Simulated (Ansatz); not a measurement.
# BaIBr (Pnma): converging the G0W0 gap, part 2 of 2

Wanted: a G0W0 gap for BaIBr (Pnma) that is converged in bands and cutoff, or an estimate of the limit.

Ansatz 0.2.0; G0W0 on PBEsol, plane waves, PAW. Known limits of the many-body steps: not at the basis limit; no spin-orbit coupling; coarse k mesh.

So far. Step 4 (1045 empty bands, screening to 100 eV): Against the run with 2×4×2 mesh, 485 empty bands, screening to 60 eV, the gap moves by +0.17 eV. Step 5 (Changing the k mesh: 2×2×2 mesh, 485 empty bands …): Against the run with 2×4×2 mesh, 485 empty bands, screening to 60 eV, the gap moves by −0.02 eV.

## 6. Changing the frequency model: 2×4×2 mesh, 1045 empty bands, screening to 100 eV, plasmon pole

A plasmon pole stands in for the full frequency dependence of the screening; this run shows what that costs in accuracy. Bands and cutoff differ from the step before, so it is read against an earlier run that matches them.

input.yaml

```yaml
crystal:
  lattice:
    - [8.81446039, 0.0, 0.0]
    - [0.0, 5.12429103, 0.0]
    - [0.0, 0.0, 10.19167839]
  atoms:
    - { symbol: Ba, position: [0.72882454, 0.25, 0.37513703] }
    - { symbol: Ba, position: [0.27117546, 0.75, 0.62486297] }
    - { symbol: Ba, position: [0.77117546, 0.75, 0.87513703] }
    - { symbol: Ba, position: [0.22882454, 0.25, 0.12486297] }
    - { symbol: I, position: [0.47161056, 0.25, 0.83177655] }
    - { symbol: I, position: [0.52838944, 0.75, 0.16822345] }
    - { symbol: I, position: [0.02838944, 0.75, 0.33177655] }
    - { symbol: I, position: [0.97161056, 0.25, 0.66822345] }
    - { symbol: Br, position: [0.8564719, 0.25, 0.06668585] }
    - { symbol: Br, position: [0.1435281, 0.75, 0.93331415] }
    - { symbol: Br, position: [0.6435281, 0.75, 0.56668585] }
    - { symbol: Br, position: [0.3564719, 0.25, 0.43331415] }
kpoints:
  mp_grid: { grid: [2, 4, 2] }
hamiltonian:
  xc: pbesol
scf:
  occupations: { method: fixed }
gw:
  n_empty_bands: 1045
  ecut_chi: 100.0
  qp_bands: [v4, c4]
  qp_kpoints: band_edges
  screening: { model: godby_needs }
```

Launch:

```console
$ ansatz run input.yaml --threads 3 --pin off --max-ram 92160MiB --backend cuda --events-out ev --progress --plain --runs-dir out --devices 1 --max-vram 13GiB
```

Numbers of over 12 decimals in the logs are rounded to 6 here.

The program printed:

```text
GPUs: using 1 of 1 available (devices: 1).
[...]
GPU FFT provider: cuFFT
GPU libraries: cuBLAS 13.8.2, cuFFT 12.4.0, cuSOLVER 12.3.4
Crystal: 12 atoms, lattice volume = 460.336 Å³
Basis set: ecut = 420 eV, 8947 PW (Γ)
Bands: 82, of which v1, the nominal top of the filled ones, is band 68 counted from 1 (67 counted from 0)
Symmetry: 8 space group operations
[...]
k-points: 12 of 16
[...]
0    72      9.0954    -5.4262    -3.7387    -9.8882  0.8284     9.8227     9.8187  root
[...]
11    69      9.8385    -6.1927    -3.9466   -11.0124  0.8232    10.7180    10.7116  root
    11    70      9.8385    -6.1927    -3.9466   -11.0124  0.8232    10.7180    10.7116  root
    11    71      9.8385    -6.1927    -3.9466   -11.0124  0.8232    10.7180    10.7116  root
    11    72      9.8385    -6.1927    -3.9466   -11.0124  0.8232    10.7180    10.7116  root
[key lines of the parts left out:]
SCF converged after 6 iterations
Free energy (F): -64150.224443 eV
Fermi energy:    4.916338 eV
```

Elapsed: 3.1 min, on 1 × NVIDIA H100 80GB HBM3 (shared by 6 runs) with 3 threads of AMD EPYC 7R13 (Zen 3), shared host; peak memory 6.3 GiB; 6.7 min of CPU time.

This step gave:

| Quantity | Value |
| --- | --- |
| bands summed | 1113 |
| plasmon-pole fit frequency | 20.18 eV |
| RPA ε∞ on this mesh (eigenvalues) | 3.827, 3.837, 3.838 |
| plane waves in the screening matrix | 1035 |
| G0W0 gap on the mesh | 5.140 eV |
| k of the valence top | 0, 0, 0 |
| k of the conduction bottom | 0, 0, 0 |
| starting gap on the mesh | 3.426 eV |
| least direct G0W0 gap on the computed points | 5.140 eV |

Against the run with 2×4×2 mesh, 1045 empty bands, screening to 100 eV, the gap moves by −0.003 eV.

## 7. Changing the files and raising the bands: 2×4×2 mesh, 1549 empty bands, screening to 130 eV, hard PAW files

Other atomic data (hard PAW) test the pseudisation: the cutoff goes from 420 to 680 eV and the valence electrons from 136 to 176, which opens shells that were frozen. Bands and screening cutoff change too, so the step is no clean test of the files.

Edit input.yaml of step 6 so:

```diff
@@ -22,2 +22,3 @@
   xc: pbesol
+  pseudopotentials: { kind: paw, source: ansatz }
 scf:
@@ -25,6 +26,6 @@
 gw:
-  n_empty_bands: 1045
-  ecut_chi: 100.0
+  n_empty_bands: 1549
+  ecut_chi: 130.0
   qp_bands: [v4, c4]
   qp_kpoints: band_edges
-  screening: { model: godby_needs }
+  screening: { model: contour_deformation }
```

The program printed:

```text
GPUs: using 1 of 1 available (devices: 1).
[...]
GPU FFT provider: cuFFT
GPU libraries: cuBLAS 13.8.2, cuFFT 12.4.0, cuSOLVER 12.3.4
Crystal: 12 atoms, lattice volume = 460.336 Å³
Basis set: ecut = 680 eV, 18563 PW (Γ)
Bands: 106, of which v1, the nominal top of the filled ones, is band 88 counted from 1 (87 counted from 0)
Symmetry: 8 space group operations
[...]
k-points: 12 of 16
[...]
0    92      9.7535    -5.4242    -3.8095    -9.8865  0.8176    10.4112    10.4062  root
[...]
11    89     10.4966    -6.1892    -4.0460   -11.0086  0.8111    11.2775    11.2700  root
    11    90     10.4966    -6.1892    -4.0460   -11.0086  0.8111    11.2775    11.2700  root
    11    91     10.4966    -6.1892    -4.0460   -11.0086  0.8111    11.2775    11.2700  root
    11    92     10.4966    -6.1892    -4.0460   -11.0086  0.8111    11.2775    11.2700  root
[key lines of the parts left out:]
SCF converged after 9 iterations
Free energy (F): -77516.948932 eV
Fermi energy:    5.574016 eV
```

It took 3.4 min on 1 × NVIDIA H100 80GB HBM3 (shared by 6 runs) with 3 threads; peak memory 12 GiB; 5.8 min of CPU time.

This step gave:

| Property | Result |
| --- | --- |
| bands summed | 1637 |
| RPA ε∞ on this mesh (eigenvalues) | 3.826, 3.836, 3.836 |
| plane waves in the screening matrix | 1567 |
| G0W0 gap on the mesh | 5.226 eV |
| k of the valence top | 0, 0, 0 |
| k of the conduction bottom | 0, 0, 0 |
| starting gap on the mesh | 3.427 eV |
| least direct G0W0 gap on the computed points | 5.226 eV |

Against the run with 2×4×2 mesh, 1045 empty bands, screening to 100 eV, the gap moves by +0.08 eV.

## 8. The runs together

Times are wall times on 1 × NVIDIA H100 80GB HBM3 (shared by 6 runs) with 3 threads of AMD EPYC 7R13 (Zen 3), shared host, good to a factor of about two.

```csv
mesh,files,frequency,bands summed,cutoff (eV),start (eV),G0W0 (eV),time,host memory (GiB)
2×4×2,default PAW,contour deformation,239,30,3.426,4.891,34 s,1.8
2×4×2,default PAW,contour deformation,553,60,3.426,4.973,54 s,2.9
2×4×2,default PAW,contour deformation,1113,100,3.426,5.143,95 s,5.2
2×2×2,default PAW,contour deformation,553,60,3.423,4.950,36 s,2.3
2×4×2,default PAW,plasmon pole,1113,100,3.426,5.140,3.1 min,6.3
2×4×2,hard PAW,contour deformation,1637,130,3.427,5.226,3.4 min,12
```

The parts of the quasiparticle energy at the two band edges (eV; QP = start + Σx + Σc − Vxc):

```csv
run,edge,start,Σx,Σc,Vxc,Z,QP
239 bands,valence top,4.92,-18.05,2.53,-15.14,0.80,4.53
239 bands,conduction bottom,8.34,-5.05,-3.17,-9.30,0.83,9.42
553 bands,valence top,4.92,-18.05,2.14,-15.14,0.79,4.14
553 bands,conduction bottom,8.34,-5.05,-3.47,-9.30,0.82,9.12
1113 bands,valence top,4.92,-18.05,1.84,-15.14,0.79,3.84
1113 bands,conduction bottom,8.34,-5.05,-3.60,-9.30,0.82,8.98
```

## 9. Summary of results

```json
{
 "239 bands, 30 eV": "4.891 eV",
 "553 bands, 60 eV": "4.973 eV",
 "1113 bands, 100 eV": "5.143 eV",
 "estimated limit in bands and cutoff": "5.31 eV",
 "mesh and start": "2×4×2, PBEsol"
}
```

In words: A line in one over the bands through the two highest rungs gives 5.31 eV, +0.17 eV from the top rung; the pair below gives 5.04 eV, so the estimate is still climbing. The rungs stand 0.42 eV (239 bands), 0.34 eV (553 bands) and 0.17 eV (1113 bands) from it. From 239 to 1113 bands the gap moves by +0.25 eV while the time grows 2.7-fold. Σc changes by −0.69 eV at the valence top and −0.44 eV at the conduction bottom, so the levels themselves move more than the gap between them. On the 2×2×2 mesh in place of 2×4×2 the gap differs by −0.02 eV, of which −0.003 eV is already in the start. The plasmon-pole model gives −0.003 eV against contour deformation, 0 % of the correction, and saved no time in this program. With hard PAW files and 1637 bands the gap is 5.23 eV; the line for the default PAW files gives 5.20 eV at that count, a difference of +0.03 eV that holds the line's own error too. The many-body steps are scalar-relativistic: spin-orbit coupling is not in them.

[Paths, hosts, dates, memory and timing lines, banners, echoed tables and standing remarks are left out of the program output.]

[Logs are printed without paths, hosts, clocks, repeated set-up lines and the standing remarks that a program may print on its own settings, such as how far it seeks lower states.]

[Runs of the session that timed out or met a known fault of the program may be left out.]

[Cells called generated may have been cut or substituted from an entry of the Crystallography Open Database or the Materials Project.]

[Hosts, paths, dates, database ids (printed as entryN), source tags and the programs' standing remarks are cut or masked in the printed files.]
